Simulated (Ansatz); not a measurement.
## V2NOS MXene monolayer in a perpendicular field

Aim: how the V2NOS MXene monolayer screens a field along its normal, and what the field does to its bands. A positive field points along +c.

Method: plane-wave DFT, PBE-D3(BJ), Ansatz PAW, in Ansatz 0.2.0.

This is a report of a sequence of runs, with most program output left out.

**1. Set-up**

The cell holds 5 atoms: 1 S, 2 V, 1 N and 1 O. Its edges and angles: a = 2.941 Å, b = 2.941 Å, c = 41.380 Å, α = 90.0°, β = 90.0°, γ = 120.0°. Vacuum lies along c.

**2. Relaxing the slab**

The starting cell is a guess, so the in-plane lattice and the atoms are relaxed first, with the slab cut off from its images along the normal.

File input.yaml:

```yaml
crystal:
  lattice:
    - [2.940652, 0.0, 0.0]
    - [-1.470326, 2.5466793357, 0.0]
    - [0.0, 0.0, 41.3804840646]
  atoms:
    - { symbol: S, position: [0.3333333333, 0.6666666667, 0.4374042597] }
    - { symbol: V, position: [0.6666666667, 0.3333333333, 0.4793157003], spin: 2.0 }
    - { symbol: "N", position: [0.0, 0.0, 0.5073555592] }
    - { symbol: V, position: [0.3333333333, 0.6666666667, 0.535395418], spin: 2.0 }
    - { symbol: O, position: [0.6666666667, 0.3333333333, 0.5625957403] }
  periodic: [true, true, false]
magnetization:
  spin_polarized: true
kpoints:
  mp_grid: { grid: [12, 12, 1] }
hamiltonian:
  xc: pbe
  dispersion: d3bj
scf:
  occupations: { method: fermi_dirac, width: 0.05 }
  convergence: { dr2_threshold: 1.0e-09 }
relax:
  f_tol: 0.004
  max_steps: 90
  cell: {}
output:
  write_potential: true
  write_density: true
  volumetric_format: npy
```

Launch:

```
> ansatz run input.yaml --threads 2 --pin off --max-ram 3072MiB --backend cpu --events-out ev --progress --plain --runs-dir out
```

Wall time 1.8 min (2 threads of Intel Xeon Platinum 8559C (Emerald Rapids), shared host); peak memory 0.73 GiB.

The steps of the relaxation:

```csv
step,energy less that of the first step (eV),largest force component (eV/Å),volume (Å³)
1,0.0000,2.1995,309.89
2,-0.3196,0.5269,317.52
3,-0.3406,0.1904,313.08
4,-0.3424,0.0609,311.93
5,-0.3424,0.0271,312.10
6,-0.3424,0.0115,312.13
7,-0.3424,0.0002,312.13
8*,-0.3435,0.0002,312.13
```

Relaxation steps marked * repeat the geometry before them on a plane-wave basis chosen anew for their cell, so energy and pressure can jump there.

Forces are held to the 6 operations that the run works with; a distortion that breaks them can't arise in this run.

```csv
cell as run,before,after,change
a (Å),2.941,2.951,+0.4 %
b (Å),2.941,2.951,+0.4 %
```

The atoms that moved most (Å, along periodic axes as changes of fractional coordinates times the final cell, across vacuum about the mean position):

```csv
atom,dx,dy,dz,length
O5,0.000,0.000,-0.193,0.193
S1,0.000,0.000,0.190,0.190
V2,0.000,0.000,0.061,0.061
V4,0.000,0.000,-0.045,0.045
N3,0.000,0.000,-0.013,0.013
```

The relaxed structure:

```xyz
5
Lattice="2.9512 0.0000 0.0000 -1.4756 2.5559 0.0000 0.0000 0.0000 41.3805" Properties=species:S:1:pos:R:3
S     0.0000    1.7039   18.2897
V     1.4756    0.8520   19.8955
N     0.0000    0.0000   20.9821
V     0.0000    1.7039   22.1099
O     1.4756    0.8520   23.0872
```

Numbers from this step:

```yaml
energy_at_zero_smearing: -7683.8416 eV
```

The lattice constant a goes from 2.941 to 2.951 Å.

**3. Single point, field 0**

A sawtooth potential applies the field, turning back in the middle of the vacuum. With the dipole correction the typed value is the field outside the slab. The induced dipole is small, so the SCF threshold is tight.

The cell differs from the one that the last finished run ended in (c 41.380 → 22.797 Å).

File input.yaml:

```yaml
crystal:
  lattice:
    - [2.951242159, 0.0, 0.0]
    - [-1.4756210795, 2.5558506824, 0.0]
    - [0.0, 0.0, 22.7974893192]
  atoms:
    - { symbol: S, position: [0.3333333333, 0.6666666667, 0.3947803144] }
    - { symbol: V, position: [0.6666666667, 0.3333333333, 0.4652199302] }
    - { symbol: "N", position: [0.0, 0.0, 0.5128803309] }
    - { symbol: V, position: [0.3333333333, 0.6666666667, 0.5623540597] }
    - { symbol: O, position: [0.6666666667, 0.3333333333, 0.6052196856] }
kpoints:
  mp_grid: { grid: [18, 18, 1] }
  band_path:
    path: [[0, 0, 0], [0.5, 0, 0], [0.33333333, 0.33333333, 0], [0, 0, 0]]
    npoints: 16
hamiltonian:
  xc: pbe
  dispersion: d3bj
scf:
  occupations: { method: fermi_dirac, width: 0.02585 }
  convergence: { dr2_threshold: 1.0e-10 }
efield:
  axis: 3
  dipole_correction: true
  ramp_position: 0.97
  ramp_width: 0.06
  amplitude: 0
output:
  dos: { projected: true, e_range: [-6, 5] }
  write_potential: true
  write_density: true
  volumetric_format: npy
  elf: true
```

It took 11 s on 2 threads; peak memory 0.55 GiB.

Numbers from this step:

| Quantity | Value |
| --- | --- |
| energy at zero smearing | -7683.8413 eV |
| work function, upper face | 6.353 eV |
| work function, lower face | 5.236 eV |
| dipole along the normal | -0.04657 e·Å |
| step between the vacuum levels | 1.117 eV |

Running mean over a fixed 2.7 Å (it still follows the layers) of the planar mean; the ramp of the sawtooth is left out. The electron's electrostatic potential energy less the Fermi level by z:

z (Å), electron's electrostatic potential energy less the Fermi level (eV) and a bar from the least value:
```
      3.0        5.2 ############################
      3.5        5.2 ############################
      4.0        5.2 ############################
      4.5        5.2 ############################
      5.0        5.2 ############################
      5.5        5.2 ############################
      6.0        5.2 ############################
      6.5        5.1 ############################
      7.0        4.3 ###########################
      7.5        2.1 #######################
      8.0       -0.7 ##################
      8.5       -2.9 ###############
      9.0       -5.5 ##########
      9.5       -8.3 ######
     10.0       -9.8 ###
     10.5      -10.2 ##
     11.0      -10.6 ##
     11.5      -11.5 
     12.0      -11.6 
     12.5      -11.3 #
     13.0       -9.7 ###
     13.5       -6.8 ########
     14.0       -3.6 #############
     14.5       -0.2 ###################
     15.0        3.2 #########################
     15.5        5.5 #############################
     16.0        6.2 ##############################
     16.5        6.3 ##############################
     17.0        6.3 ##############################
     17.5        6.4 ##############################
     18.0        6.4 ##############################
     18.5        6.4 ##############################
     19.0        6.4 ##############################
     19.5        6.4 ##############################
```

The density of states has structure finer than the step of the table below, so its rows give means over 0.2 eV, whole bins alone (the curve runs from -6 to 1.75 eV). Peaks (eV: height): -5.78: 11.8, -4.26: 11.5, 0.45: 13.2, 0.51: 15.1, 1.00: 14.3, 1.25: 12.1, 1.39: 21.3.

Table of density of states by energy, zero at the Fermi level; means over each step:

energy (eV), density of states (states/eV a cell) and a bar:
```
     -5.8        6.7 ###################
     -5.6        2.2 #####
     -5.4        2.2 #####
     -5.2        3.5 #########
     -5.0        4.2 ############
     -4.8        1.2 ##
     -4.6        1.3 ###
     -4.4        2.6 #######
     -4.2        7.4 #####################
     -4.0        5.1 ##############
     -3.8        4.1 ###########
     -3.6        2.5 ######
     -3.4        1.6 ####
     -3.2        2.4 ######
     -3.0        4.3 ############
     -2.8        2.3 ######
     -2.6        1.4 ###
     -2.4        1.3 ###
     -2.2        1.3 ###
     -2.0        1.4 ###
     -1.8        1.6 ###
     -1.6        1.9 ####
     -1.4        1.9 ####
     -1.2        2.2 #####
     -1.0        2.5 ######
     -0.8        1.8 ####
     -0.6        1.3 ###
     -0.4        1.3 ##
     -0.2        2.8 #######
      0.0        3.3 #########
      0.2        2.4 ######
      0.4        6.9 ####################
      0.6        7.4 #####################
      0.8        2.5 ######
      1.0        6.7 ###################
      1.2        6.5 ###################
      1.4       10.2 ##############################
      1.6        0.5
```

Projected DOS per atom over height of the atomic layer and energy from the Fermi level. Layers: S V N V O from below.

Ten even steps from '_' (0.03 states/eV) to '@' (4.10 states/eV), each cell a mean:
```
__==__::__
..@@__==__
__--..**__
__==__@@__
__::__--__
__..__::__
______..__
__::__..__
__..__..__
....______
....______
..________
::________
==______..
..______..
....____--
::......##
..____..==
..________
::......--
..______..
....==::..
```
Columns: height of the atomic layer (Å) from 9 to 13.8 (not evenly spaced); rows upwards: energy from the Fermi level (eV) from -5.96 to 1.69.

Electronic bands along the path, in eV, zero at the Fermi level:

```csv
point,band 18,band 19,band 20,band 21,band 22,band 23,band 24,band 25
Γ,-2.87,-1.07,-1.07,-0.34,-0.25,-0.25,0.35,0.35
halfway,-3.65,-2.61,-1.55,-1.40,0.01,0.46,0.62,1.23
M,-4.08,-3.05,-1.65,-1.64,0.33,0.53,1.00,1.14
halfway,-4.03,-3.40,-3.04,-0.82,0.38,0.42,1.04,1.25
K,-4.18,-3.82,-3.44,-0.16,-0.03,0.45,0.90,1.26
halfway,-3.56,-2.92,-2.26,-0.84,-0.36,0.70,0.89,1.10
Γ,-2.87,-1.07,-1.07,-0.34,-0.25,-0.25,0.35,0.35
```

ELF in the ca plane at fractional y = 0.333, with atoms of V and O within 0.2 Å of it. It is the smooth field of the valence electrons, not physical close to the nuclei.

Ten even steps from '0' (0.00) to '9' (0.84), each cell a mean:
```
00000002356632452232126998620000000000000000
00000000012225887211159789841000000000000000
00000000001116888311268569852000000000000000
00000000123325886221148899841000000000000000
00000012467742342342115887520000000000000000
00000136899974113663111232100000000000000000
00000147999985225773121000000000000000000000
00000025789873113663111343100000000000000000
```
Columns run along c (16.0 Å, from fractional 0.23 to 0.93 of the cell), rows up along a (3.0 Å). Atoms in or near the plane, at fractional coordinates: V at (0.47, 0.67), O at (0.61, 0.67).

Valence density in the ca plane at fractional y = 0.333, with atoms of V and O within 0.2 Å of it. It is the smooth field of the valence electrons, not physical close to the nuclei.

Ten steps, logarithmic in the rise over the least value, from '0' (0 e/Å³) to '9' (14 e/Å³), each cell a mean:
```
00000000000000112223554222223443100000000000
00000000000000011236897321135775200000000000
00000000000000011137998421136886200000000000
00000000000000011225886321135775200000000000
00000000000000122223454222223442100000000000
00000000000000123332222333332211000000000000
00000000000001233332222333332110000000000000
00000000000000123332222333332221000000000000
```
Columns run along c (16.0 Å, from fractional 0.14 to 0.84 of the cell), rows up along a (3.0 Å). Atoms in or near the plane, at fractional coordinates: V at (0.47, 0.67), O at (0.61, 0.67).

Electrostatic potential energy in the ca plane at fractional y = 0.333, with atoms of V and O within 0.2 Å of it. With pseudopotentials it is smooth inside the atoms' cores, unlike the true potential.

Ten even steps from '0' (-32 eV) to '9' (7 eV), each cell a mean:
```
99999999988874113677777568999999999999999999
99999999998851010478882005999999999999999999
99999999999850120378871003999999999999999999
99999999998861000478873015999999999999999999
99999999988775224677767679999999999999999999
99999999876677777776546789999999999999999999
99999999865578888776435789999999999999999999
99999999876677667776556789999999999999999999
```
Columns run along c (16.0 Å, from fractional 0.23 to 0.93 of the cell; values clipped at the 3rd and 97th percentile), rows up along a (3.0 Å). Atoms in or near the plane, at fractional coordinates: V at (0.47, 0.67), O at (0.61, 0.67).

The work function of the upper face is 6.35 eV.

**4. Atoms held, field 0.1 V/Å**

input.yaml, as its differences from that of step 3:

```diff
@@ -27,5 +27,4 @@
   ramp_width: 0.06
-  amplitude: 0
+  amplitude: 0.1
 output:
-  dos: { projected: true, e_range: [-6, 5] }
   write_potential: true
@@ -33,2 +32 @@
   volumetric_format: npy
-  elf: true
```

It took 12 s on 2 threads; peak memory 0.53 GiB; 23 s of CPU time.

The dipole is -0.0200 e·Å, 0.0266 e·Å from its value without field.

**5. Single point, field -0.1 V/Å**

input.yaml, as its differences from that of step 4:

```diff
@@ -27,3 +27,3 @@
   ramp_width: 0.06
-  amplitude: 0.1
+  amplitude: -0.1
 output:
```

It took 11 s on 2 threads; peak memory 0.52 GiB.

The dipole is -0.0731 e·Å, -0.0265 e·Å from its value without field.

**6. Response, atoms held**

This step: plane-wave DFT, PBE-D3(BJ), Ansatz PAW; response to a field along the normal, atoms held (Ansatz 0.2.0).

The dipoles give the slope, and the difference of two potentials shows where the field is screened.

Numbers from this step:

```yaml
equivalent_conductor_thickness_p_eps_0ae: 6.369 Å
distance_between_the_outer_atoms: 4.797 Å
```

Dipole of the cell against applied field:

```csv
applied field (V/Å),dipole of the cell (e·Å)
-0.1000,-0.0731
0.0000,-0.0466
0.1000,-0.0200
```

Local field over the applied field, running mean. From the potentials at -0.1 and 0.1 V/Å; running mean over 2.5 Å. Table of local field over applied field by z:

```csv
z (Å),local field over applied field
4.5,0.999
5.0,0.997
5.5,0.990
6.0,0.972
6.5,0.922
7.0,0.817
7.5,0.658
8.0,0.479
8.5,0.296
9.0,0.150
9.5,0.0653
10.0,0.0267
10.5,0.0127
11.0,0.0166
11.5,0.0185
12.0,0.0190
12.5,0.0423
13.0,0.0999
13.5,0.214
14.0,0.376
14.5,0.556
15.0,0.729
15.5,0.871
16.0,0.954
16.5,0.986
17.0,0.996
17.5,0.999
18.0,1.000
18.5,1.000
```

Electrons, planar mean, per unit field. Induced electron density against z:

z (Å), induced electron density (e/Å³ per V/Å) and a bar from the least value:
```
      4.5    0.00000 ###############
      5.0    0.00001 ###############
      5.5    0.00004 ###############
      6.0    0.00013 ################
      6.5    0.00038 #################
      7.0    0.00103 ###################
      7.5    0.00243 #########################
      8.0    0.00374 ##############################
      8.5    0.00202 #######################
      9.0    0.00112 ####################
      9.5    0.00041 #################
     10.0   -0.00096 ###########
     10.5    0.00078 ##################
     11.0   -0.00011 ###############
     11.5    0.00004 ###############
     12.0   -0.00024 ##############
     12.5   -0.00005 ###############
     13.0   -0.00020 ##############
     13.5   -0.00181 ########
     14.0   -0.00215 #######
     14.5   -0.00382 
     15.0   -0.00189 ########
     15.5   -0.00064 #############
     16.0   -0.00019 ##############
     16.5   -0.00005 ###############
     17.0   -0.00001 ###############
     17.5    0.00000 ###############
     18.0    0.00000 ###############
     18.5    0.00000 ###############
```

By hand: between -0.1 and 0.1 V/Å the dipole changes by 0.05310 e·Å, a slope of 0.2655 e·Å²/V. A perfect conductor of thickness t has p = ε₀AEt, so t = 180.95 × 0.2655 / 7.543 = 6.37 Å (e/ε₀ = 180.95 V·Å, A in Å²).

The induced dipole is that of a conductor 6.37 Å thick.

**7. Outcome**

```
gap without field                          : none
work function, upper face                  : 6.35 eV
step between the vacuum levels             : 1.12 eV
equivalent conductor thickness, atoms held : 6.37 Å
```

What this shows: The induced dipole equals that of a perfect conductor 6.37 Å thick, while the outer atoms lie 4.80 Å apart. The two faces differ: the vacuum level above lies 1.12 eV higher than the one below. There is no gap over 0.03 eV, with or without the field. The first relaxation ran with spin and lost its moment, and the later runs have none; other magnetic states were not tried. The MXene's terminations sit over the metal atoms of its far layer; the site over carbon or nitrogen, which some compounds prefer, was not run.

[Logs are printed without paths, hosts, clocks, repeated set-up lines and the standing remarks that a program may print on its own settings, such as how far it seeks lower states.]

[Hosts, paths, dates, database ids (printed as entryN), source tags and the programs' standing remarks are cut or masked in the printed files.]

[Maps of the electrostatic potential energy from Ansatz leave out the sawtooth potential of an applied field or a dipole correction, so their vacuum need not be flat; planar profiles and work functions include it.]

[The density of states shown here was stored with 400 of the rows of the run's finer table, so its peaks can read low, often by over a quarter, or be missed, and its means over a window can be off by a tenth or more.]
